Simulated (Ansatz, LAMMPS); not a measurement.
**Elastic response of glassy 29TiO2-71Al2O3 (mol %) (137 atoms)**

Aim: relax glassy 29TiO2-71Al2O3 (mol %) (137 atoms), then change its volume and shape to read moduli from the stress.

Calculated with Ansatz 0.2.0; Kohn-Sham DFT, LDA, PAW (set soft_2), plane waves.

### 1. The structure

The cell holds 137 atoms: 9 Ti, 44 Al and 84 O. Its edges and angles: a = 11.468 Å, b = 11.468 Å, c = 11.468 Å, α = 90.0°, β = 90.0°, γ = 90.0°. 137 atoms (9 Ti, 44 Al, 84 O) placed at random at 3.12 g/cm³, melted at 4000 K for 10 ps at fixed volume with the Morse and Coulomb pair potential with partial charges (Pedone, Malavasi, Menziani, Cormack and Segre, J. Phys. Chem. B 110, 11780 (2006)). Quenched from 4000 K to 300 K at 300 K/ps and fixed volume, held 10 ps at zero pressure.

Limits known from the start: The quench rate of 300 K/ps is orders of magnitude faster than experiment, which tends to freeze in extra defects. The network of bonds at the start is that of the classical potential that made the cell, and needn't be the one that DFT or experiment would give. Sampling is at Γ alone.

### 2. Single point at the start

A single point comes first, to see the forces before anything moves.

The input, input.yaml:

```yaml
crystal:
  lattice:
    - [11.46801, 0.0, 0.0]
    - [0.0, 11.46801, 0.0]
    - [0.0, 0.0, 11.46801]
  atoms:
    - { symbol: Ti, position: [0.44636, 0.80996, 0.40423] }
    - { symbol: Ti, position: [0.35196, 0.53261, 0.8367] }
    - { symbol: Ti, position: [0.143, 0.77369, 0.44239] }
    - { symbol: Ti, position: [0.78801, 0.45916, 0.56473] }
    - { symbol: Ti, position: [0.24947, 0.36501, 0.06092] }
    - { symbol: Ti, position: [0.83651, 0.75427, 0.54722] }
    - { symbol: Ti, position: [0.34705, 0.0984, 0.17453] }
    - { symbol: Ti, position: [0.44775, 0.50907, 0.32797] }
    - { symbol: Ti, position: [0.98311, 0.94497, 0.20459] }
    - { symbol: Al, position: [0.41451, 0.63999, 0.07069] }
    - { symbol: Al, position: [0.01426, 0.16218, 0.61508] }
    - { symbol: Al, position: [0.81618, 0.56459, 0.1851] }
    - { symbol: Al, position: [0.93485, 0.52048, 0.78503] }
    - { symbol: Al, position: [0.73841, 0.07176, 0.18183] }
    - { symbol: Al, position: [0.73417, 0.74201, 0.79584] }
    - { symbol: Al, position: [0.14277, 0.73984, 0.92897] }
    - { symbol: Al, position: [0.59961, 0.45911, 0.10892] }
    - { symbol: Al, position: [0.74244, 0.50381, 0.91774] }
    - { symbol: Al, position: [0.19813, 0.56285, 0.2265] }
    - { symbol: Al, position: [0.7387, 0.96358, 0.94877] }
    - { symbol: Al, position: [0.64476, 0.72047, 0.04262] }
    - { symbol: Al, position: [0.61014, 0.12731, 0.61409] }
    - { symbol: Al, position: [0.50971, 0.93407, 0.08453] }
    - { symbol: Al, position: [0.66985, 0.98355, 0.43059] }
    - { symbol: Al, position: [0.39646, 0.80315, 0.9039] }
    - { symbol: Al, position: [0.3561, 0.76019, 0.64492] }
    - { symbol: Al, position: [0.2312, 0.93907, 0.80889] }
    - { symbol: Al, position: [0.49494, 0.31389, 0.47898] }
    - { symbol: Al, position: [0.00164, 0.51459, 0.03935] }
    - { symbol: Al, position: [0.12615, 0.05895, 0.3815] }
    - { symbol: Al, position: [0.41208, 0.1512, 0.74811] }
    - { symbol: Al, position: [0.24703, 0.33651, 0.387] }
    [... 99 atom lines left out ...]
    - { symbol: O, position: [0.42625, 0.66048, 0.91894] }
    - { symbol: O, position: [0.02906, 0.59774, 0.69689] }
    - { symbol: O, position: [0.16991, 0.3705, 0.51624] }
    - { symbol: O, position: [0.59433, 0.77837, 0.75138] }
    - { symbol: O, position: [0.31379, 0.07164, 0.84152] }
    - { symbol: O, position: [0.33488, 0.27405, 0.15356] }
kpoints:
  mp_grid: { grid: [1, 1, 1] }
hamiltonian:
  xc: lda
scf:
  occupations: { method: fixed }
output:
  forces: true
```

Run with:

```
$ ansatz run input.yaml --threads 4 --pin off --max-ram 8192MiB --backend cpu --events-out ev --progress --plain --runs-dir out
```

Output:

```text
[...]
Pseudopotentials: kind: paw
Pseudopotential: Ti, paw, valence charge 12, recommended cutoff 420 eV (normal), Ti.paw.azcp
Pseudopotential: Al, paw, valence charge 3, recommended cutoff 420 eV (normal), Al.paw.azcp
Pseudopotential: O, paw, valence charge 6, recommended cutoff 420 eV (normal), O.paw.azcp
[... 3 lines on functional and potentials left out ...]
Crystal: 137 atoms, lattice volume = 1508.218 Å³
Basis set: ecut = 420 eV, 29423 PW (Γ)
Bands: 509, of which v1, the nominal top of the filled ones, is band 372 counted from 1 (371 counted from 0)
Symmetry: 1 space group operations
Space group: P1 (ITA 1), of the structure as read, at distance tolerance 1.1e-4 Å
k-points: 1
[... 10 lines on functional and potentials left out ...]
Initial density: superposition of atomic densities (neutral atoms: chi_scale 0, normalization atom), corrected by the library's trained network
Initial wavefunctions: pseudopotential atomic-orbital guess
[...]
SCF iter   1: F=—  HF=-91442.717288 eV  |F-HF|=—  |Δ(HF+E_count)|=         —  Δρ=1.58e-2  dr2=3.58e0  ethr=1.77e-3  ⟨swp⟩=5.0  Hψ=1594  notcnv=0  defer=134
preconditioner: auto → Resta (q_TF=auto, 2.425 Å⁻¹)  ε∞=4.3  [insulator: Δε(μ)=2.225 eV  Ē_g=13.625 eV  n_scr=364 (ndim 8)  ℏωp=24.8 eV  f_vac=0.055  ε∞_Penn≈4.3]
SCF iter   2: F=—  HF=-91441.842585 eV  |F-HF|=—  |Δ(HF+E_count)|=   8.75e-1  Δρ=6.66e-3  dr2=5.45e-1  ethr=4.82e-4  ⟨swp⟩=2.0  Hψ=787  notcnv=0  defer=132
SCF iter   3: F=—  HF=-91441.746630 eV  |F-HF|=—  |Δ(HF+E_count)|=   9.60e-2  Δρ=2.82e-3  dr2=1.14e-1  ethr=7.32e-5  ⟨swp⟩=3.0  Hψ=756  notcnv=0  defer=114
automatic band count: iteration 3 solves 488 bands in place of 509: the levels show a gap, and the empty bands left out lie too high to hold charge; the band table lists the bands solved (type scf.n_extra_bands for more)
SCF iter   4: F=—  HF=-91441.724889 eV  |F-HF|=—  |Δ(HF+E_count)|=   2.17e-2  Δρ=1.29e-3  dr2=2.55e-2  ethr=1.53e-5  ⟨swp⟩=2.0  Hψ=647  notcnv=0  defer=114
SCF iter   5: F=—  HF=-91441.718403 eV  |F-HF|=—  |Δ(HF+E_count)|=   6.49e-3  Δρ=4.93e-4  dr2=4.31e-3  ethr=3.43e-6  ⟨swp⟩=3.0  Hψ=644  notcnv=0  defer=114
[...]
SCF iter  11: F=—  HF=-91441.717399 eV  |F-HF|=—  |Δ(HF+E_count)|=   2.17e-8  Δρ=4.32e-6  dr2=3.04e-7  ethr=1.88e-10  ⟨swp⟩=2.0  Hψ=749  notcnv=0  defer=110
SCF iter  12: F=-91441.717399 eV  HF=-91441.717399 eV  |F-HF|=5.41e-8  |Δ(HF+E_count)|=   7.23e-9  Δρ=2.29e-6  dr2=8.94e-8  ethr=1.34e-11  ⟨swp⟩=4.0  Hψ=1447  notcnv=0
SCF 1 converged in 12 iterations: F = -91441.717399 eV  dr2 = 8.94e-8
[...]
SCF converged after 12 iterations
Free energy (F): -91441.717399 eV
Harris-Foulkes:  -91441.717399 eV  (|F-HF|=5.41e-8)
Internal energy: -91441.717399 eV  (E = F + TS)
E sigma→0 (E₀):  -91441.717399 eV
Fermi energy:    5.668183 eV
--- Per-component energies (eV) ---
[...]
Σ components = -91441.717399   (vs F -91441.717399, Δ=0.00e0)
--- Forces (eV/Å), atoms counted from 1 ---
  atom   1  Ti    -1.75162284    -0.70657286     0.20085665
  atom   2  Ti    -2.56820534     1.07526676    -1.19769472
  atom   3  Ti     0.57168453     0.13631485    -0.90707029
  atom   4  Ti     0.38876693    -0.99946182    -1.47052450
[...]
atom 137  O      0.08449635     0.67095192    -0.16109278
  max |Σ_I F_I| component: 1.89e-4 eV/Å
```

Elapsed: 18 s, on 4 threads of Arm Neoverse V2, shared host; peak memory 2 GiB; 68 s of CPU time.

The r.m.s. force at the start is 1.0 eV/Å.

### 3. Cell and atoms relaxed

The cell is relaxed with the atoms, since the starting lattice needn't suit this functional.

The input, input.yaml:

```yaml
crystal:
  lattice:
    - [11.46801, 0.0, 0.0]
    - [0.0, 11.46801, 0.0]
    - [0.0, 0.0, 11.46801]
  atoms:
    [... the 137 atom lines of step 2 ...]
kpoints:
  mp_grid: { grid: [1, 1, 1] }
hamiltonian:
  xc: lda
scf:
  occupations: { method: fixed }
output:
  forces: true
relax:
  f_tol: 0.05
  max_steps: 150
  cell: {}
```

Output:

```text
[...]
Crystal: 137 atoms, lattice volume = 1508.218 Å³
Basis set: ecut = 420 eV, 29423 PW (Γ)
Bands: 509, of which v1, the nominal top of the filled ones, is band 372 counted from 1 (371 counted from 0)
Symmetry: 1 space group operations
[...]
k-points: 1
[...]
SCF iter   1: F=—  HF=-91442.717288 eV  |F-HF|=—  |Δ(HF+E_count)|=         —  Δρ=1.58e-2  dr2=3.58e0  ethr=1.77e-3  ⟨swp⟩=5.0  Hψ=1594  notcnv=0  defer=134
[...]
SCF iter  12: F=-91441.717399 eV  HF=-91441.717399 eV  |F-HF|=5.41e-8  |Δ(HF+E_count)|=   7.07e-9  Δρ=2.28e-6  dr2=8.93e-8  ethr=1.34e-11  ⟨swp⟩=4.0  Hψ=1447  notcnv=0
SCF 1 converged in 12 iterations: F = -91441.717399 eV  dr2 = 8.93e-8
[...]
relax step   1: F+E_penalty+E_count = -91441.71739907 eV  Δ(F+E_penalty+E_count) = +0.000e0 eV  max|allowed force component| = 5.193e0 eV/Å  Δτ_max = 0.0000 Å  P = +2.671 GPa  Ω = 1508.218 Å³  (12 SCF iters, dr2 threshold 1.00e-7 eV, accepted)
[... from here on, the SCF cycles and remarks between the steps are left out ...]
relax step   2: F+E_penalty+E_count = -91446.79432584 eV  Δ(F+E_penalty+E_count) = -5.077e0 eV  max|allowed force component| = 2.427e0 eV/Å  Δτ_max = 0.1108 Å  P = +1.266 GPa  Ω = 1508.182 Å³  energy of the carried Pulay correction = +2.075e-4 eV  (9 SCF iters, dr2 threshold 1.37e-5 eV, accepted)
relax step   3: F+E_penalty+E_count = -91450.09260159 eV  Δ(F+E_penalty+E_count) = -3.298e0 eV  max|allowed force component| = 9.119e-1 eV/Å  Δτ_max = 0.1875 Å  P = +0.044 GPa  Ω = 1507.438 Å³  energy of the carried Pulay correction = +4.482e-3 eV  (9 SCF iters, dr2 threshold 1.37e-5 eV, accepted)
relax step   4: F+E_penalty+E_count = -91450.90160874 eV  Δ(F+E_penalty+E_count) = -8.090e-1 eV  max|allowed force component| = 8.930e-1 eV/Å  Δτ_max = 0.2000 Å  P = -0.088 GPa  Ω = 1506.471 Å³  energy of the carried Pulay correction = +1.004e-2 eV  (8 SCF iters, dr2 threshold 1.37e-5 eV, accepted)
relax step   5: F+E_penalty+E_count = -91451.76405734 eV  Δ(F+E_penalty+E_count) = -8.624e-1 eV  max|allowed force component| = 4.853e-1 eV/Å  Δτ_max = 0.2000 Å  P = +0.048 GPa  Ω = 1501.938 Å³  energy of the carried Pulay correction = +3.614e-2 eV  (9 SCF iters, dr2 threshold 1.37e-5 eV, accepted)
relax step   6: F+E_penalty+E_count = -91452.35124969 eV  Δ(F+E_penalty+E_count) = -5.872e-1 eV  max|allowed force component| = 3.235e-1 eV/Å  Δτ_max = 0.2000 Å  P = +0.081 GPa  Ω = 1496.487 Å³  energy of the carried Pulay correction = +6.762e-2 eV  (9 SCF iters, dr2 threshold 1.37e-5 eV, accepted)
relax step   7: F+E_penalty+E_count = -91452.56924411 eV  Δ(F+E_penalty+E_count) = -2.180e-1 eV  max|allowed force component| = 2.731e-1 eV/Å  Δτ_max = 0.2000 Å  P = +0.046 GPa  Ω = 1493.728 Å³  energy of the carried Pulay correction = +8.359e-2 eV  (9 SCF iters, dr2 threshold 6.54e-6 eV, accepted)
relax step   8: F+E_penalty+E_count = -91452.49468835 eV  Δ(F+E_penalty+E_count) = +7.456e-2 eV  max|allowed force component| = 1.020e0 eV/Å  Δτ_max = 0.1965 Å  P = -0.095 GPa  Ω = 1493.477 Å³  energy of the carried Pulay correction = +8.505e-2 eV  (9 SCF iters, dr2 threshold 4.66e-6 eV, rejected (line search))
relax step   9: F+E_penalty+E_count = -91452.65874074 eV  Δ(F+E_penalty+E_count) = -8.950e-2 eV  max|allowed force component| = 1.337e-1 eV/Å  Δτ_max = 0.0983 Å  P = +0.003 GPa  Ω = 1493.360 Å³  energy of the carried Pulay correction = +8.573e-2 eV  (14 SCF iters, accepted)
relax step  10: F+E_penalty+E_count = -91452.69636868 eV  Δ(F+E_penalty+E_count) = -3.763e-2 eV  max|allowed force component| = 2.873e-1 eV/Å  Δτ_max = 0.0972 Å  P = +0.051 GPa  Ω = 1492.203 Å³  energy of the carried Pulay correction = +9.244e-2 eV  (9 SCF iters, dr2 threshold 1.12e-6 eV, accepted)
relax step  11: F+E_penalty+E_count = -91452.76677474 eV  Δ(F+E_penalty+E_count) = -7.041e-2 eV  max|allowed force component| = 3.100e-1 eV/Å  Δτ_max = 0.1500 Å  P = -0.031 GPa  Ω = 1491.792 Å³  energy of the carried Pulay correction = +9.482e-2 eV  (8 SCF iters, dr2 threshold 5.16e-6 eV, accepted)
relax step  12: F+E_penalty+E_count = -91452.84578368 eV  Δ(F+E_penalty+E_count) = -7.901e-2 eV  max|allowed force component| = 3.075e-1 eV/Å  Δτ_max = 0.1953 Å  P = +0.086 GPa  Ω = 1489.920 Å³  energy of the carried Pulay correction = +1.057e-1 eV  (8 SCF iters, dr2 threshold 6.01e-6 eV, accepted)
relax step  13: F+E_penalty+E_count = -91452.87790416 eV  Δ(F+E_penalty+E_count) = -3.212e-2 eV  max|allowed force component| = 2.998e-1 eV/Å  Δτ_max = 0.2000 Å  P = -0.022 GPa  Ω = 1490.171 Å³  energy of the carried Pulay correction = +1.042e-1 eV  (9 SCF iters, dr2 threshold 5.91e-6 eV, accepted)
relax step  14: F+E_penalty+E_count = -91452.87209443 eV  Δ(F+E_penalty+E_count) = +5.810e-3 eV  max|allowed force component| = 4.824e-1 eV/Å  Δτ_max = 0.2000 Å  P = -0.079 GPa  Ω = 1491.818 Å³  energy of the carried Pulay correction = +9.467e-2 eV  (9 SCF iters, dr2 threshold 5.62e-6 eV, accepted)
[...]
relax step  18: F+E_penalty+E_count = -91452.93949211 eV  Δ(F+E_penalty+E_count) = -1.676e-2 eV  max|allowed force component| = 3.555e-1 eV/Å  Δτ_max = 0.0972 Å  P = +0.223 GPa  Ω = 1489.122 Å³  energy of the carried Pulay correction = +1.103e-1 eV  (8 SCF iters, dr2 threshold 5.52e-6 eV, rejected (line search))
relax step  19: F+E_penalty+E_count = -91452.95002502 eV  Δ(F+E_penalty+E_count) = -2.730e-2 eV  max|allowed force component| = 5.479e-2 eV/Å  Δτ_max = 0.0486 Å  P = -0.010 GPa  Ω = 1490.451 Å³  energy of the carried Pulay correction = +1.026e-1 eV  (13 SCF iters, accepted)
relax step  20: F+E_penalty+E_count = -91452.95918312 eV  Δ(F+E_penalty+E_count) = -9.158e-3 eV  max|allowed force component| = 3.699e-2 eV/Å  Δτ_max = 0.0500 Å  P = +0.026 GPa  Ω = 1489.696 Å³  energy of the carried Pulay correction = +1.070e-1 eV  (9 SCF iters, dr2 threshold 1.88e-7 eV, accepted)
relax step  21: F+E_penalty+E_count = -91452.96369261 eV  Δ(F+E_penalty+E_count) = -4.509e-3 eV  max|allowed force component| = 9.854e-2 eV/Å  Δτ_max = 0.0731 Å  P = -0.015 GPa  Ω = 1489.246 Å³  energy of the carried Pulay correction = +1.096e-1 eV  (13 SCF iters, accepted)
relax step  22: F+E_penalty+E_count = -91452.96185649 eV  Δ(F+E_penalty+E_count) = +1.836e-3 eV  max|allowed force component| = 1.815e-1 eV/Å  Δτ_max = 0.1125 Å  P = +0.061 GPa  Ω = 1486.876 Å³  energy of the carried Pulay correction = +1.234e-1 eV  (10 SCF iters, dr2 threshold 6.07e-7 eV, rejected (line search))
relax step  23: F+E_penalty+E_count = -91452.97056866 eV  Δ(F+E_penalty+E_count) = -6.876e-3 eV  max|allowed force component| = 1.074e-1 eV/Å  Δτ_max = 0.0336 Å  P = +0.037 GPa  Ω = 1488.541 Å³  energy of the carried Pulay correction = +1.137e-1 eV  (14 SCF iters, accepted)
relax step  24: F+E_penalty+E_count = -91452.97262944 eV  Δ(F+E_penalty+E_count) = -2.061e-3 eV  max|allowed force component| = 9.486e-2 eV/Å  Δτ_max = 0.0062 Å  P = +0.057 GPa  Ω = 1488.302 Å³  energy of the carried Pulay correction = +1.151e-1 eV  (6 SCF iters, dr2 threshold 7.20e-7 eV, accepted)
relax step  25: F+E_penalty+E_count = -91452.97151279 eV  Δ(F+E_penalty+E_count) = +1.117e-3 eV  max|allowed force component| = 1.549e-1 eV/Å  Δτ_max = 0.0429 Å  P = -0.056 GPa  Ω = 1488.434 Å³  energy of the carried Pulay correction = +1.143e-1 eV  (8 SCF iters, dr2 threshold 5.62e-7 eV, rejected (line search))
relax step  26: F+E_penalty+E_count = -91452.97397916 eV  Δ(F+E_penalty+E_count) = -1.350e-3 eV  max|allowed force component| = 2.322e-2 eV/Å  Δτ_max = 0.0215 Å  P = +0.007 GPa  Ω = 1488.360 Å³  energy of the carried Pulay correction = +1.148e-1 eV  (11 SCF iters, accepted)
relax step  27: F+E_penalty+E_count = -91452.92617485 eV  Δ(F+E_penalty+E_count) = +4.780e-2 eV  max|allowed force component| = 2.314e-2 eV/Å  Δτ_max = 0.0000 Å  P = -0.058 GPa  Ω = 1488.360 Å³  stress off target by 2.86e-1 GPa  SCF on the basis re-selected at this cell (its energy is not comparable with the rows above)  (8 SCF iters)
relax step  28: F+E_penalty+E_count = -91452.93168378 eV  Δ(F+E_penalty+E_count) = -5.509e-3 eV  max|allowed force component| = 1.624e-1 eV/Å  Δτ_max = 0.0422 Å  P = +0.018 GPa  Ω = 1487.328 Å³  energy of the carried Pulay correction = +6.431e-3 eV  (9 SCF iters, dr2 threshold 2.05e-7 eV, rejected (line search))
relax step  29: F+E_penalty+E_count = -91452.93586691 eV  Δ(F+E_penalty+E_count) = -9.692e-3 eV  max|allowed force component| = 2.252e-2 eV/Å  Δτ_max = 0.0207 Å  P = +0.023 GPa  Ω = 1487.620 Å³  energy of the carried Pulay correction = +4.535e-3 eV  (12 SCF iters, accepted)
relax step  30: F+E_penalty+E_count = -91452.93510451 eV  Δ(F+E_penalty+E_count) = +7.624e-4 eV  max|allowed force component| = 2.254e-2 eV/Å  Δτ_max = 0.0000 Å  P = +0.020 GPa  Ω = 1487.620 Å³  stress off target by 3.91e-2 GPa  SCF on the basis re-selected at this cell (its energy is not comparable with the rows above)  (5 SCF iters)
[...]
SCF converged after 5 iterations
Free energy (F): -91452.935105 eV
[...]
Internal energy: -91452.935105 eV  (E = F + TS)
E sigma→0 (E₀):  -91452.935105 eV
Fermi energy:    5.334830 eV
[...]
--- Forces (eV/Å), atoms counted from 1 ---
  atom   1  Ti    -0.01019620     0.00587729    -0.00432301
  atom   2  Ti    -0.00801622    -0.00280224     0.01306035
  atom   3  Ti     0.00926541    -0.00236733     0.00314424
  atom   4  Ti     0.00198865    -0.01397605     0.00281926
  atom   5  Ti     0.00328542     0.00135792    -0.00259457
  atom   6  Ti     0.00177679     0.01817906    -0.00185128
  atom   7  Ti     0.00009564     0.00719081     0.01091123
  atom   8  Ti    -0.01323673     0.00315561    -0.00845857
  atom   9  Ti     0.00210872     0.00782116     0.00167897
  atom  10  Al     0.00161647    -0.00997060     0.00144474
  atom  11  Al     0.00123390    -0.00172497     0.00521435
  atom  12  Al     0.00793626     0.00701506    -0.00134898
  atom  13  Al     0.00776444     0.00245989    -0.00004215
  atom  14  Al    -0.00243090    -0.01034548    -0.00021622
[...]
atom 136  O      0.00532188     0.00240356    -0.00408349
  atom 137  O      0.00632966    -0.00662478     0.00657002
  max |Σ_I F_I| component: 1.07e-4 eV/Å
--- Stress (GPa, compression-positive) ---
        0.008945      -0.001252      -0.000040
       -0.001252       0.011976       0.000998
       -0.000040       0.000998       0.039066
  P = ⅓ Tr σ = 0.0200 GPa (0.200 kbar)
--- Relaxed structure (28 steps of the walk, 22 accepted, 2 SCFs on fresh bases) ---
  F+E_penalty+E_count = -91452.93510451 eV   max|allowed force component| = 2.254e-2 eV/Å   (the final SCF, on the basis selected at the relaxed cell)
  cell:  # Å, volume = 1487.6199 Å³
    - [11.357923, 0.108872, 0.083713]
    - [0.108872, 11.212888, -0.00612796]
    - [0.083713, -0.00612796, 11.682588]
  atoms:
    - { symbol: Ti, position: [0.449201, 0.790474, 0.406787] }
    - { symbol: Ti, position: [0.336343, 0.517696, 0.828697] }
    - { symbol: Ti, position: [0.145607, 0.759213, 0.439801] }
    - { symbol: Ti, position: [0.793914, 0.421216, 0.557895] }
[...]
- { symbol: O, position: [0.369466, 0.293546, 0.163408] }
```

It took 8.5 min on 4 threads; peak memory 2 GiB.

The relaxation converged after 28 steps, with a largest force component of 0.023 eV/Å.

(Part 1 of 4 ends here.)

[Long decimals in the printed logs are rounded to 6 places.]

[Logs are printed without paths, hosts, clocks, repeated set-up lines and the standing remarks that a program may print on its own settings, such as how far it seeks lower states.]

[Hosts, paths, dates, database ids (printed as entryN), source tags and the programs' standing remarks are cut or masked in the printed files.]
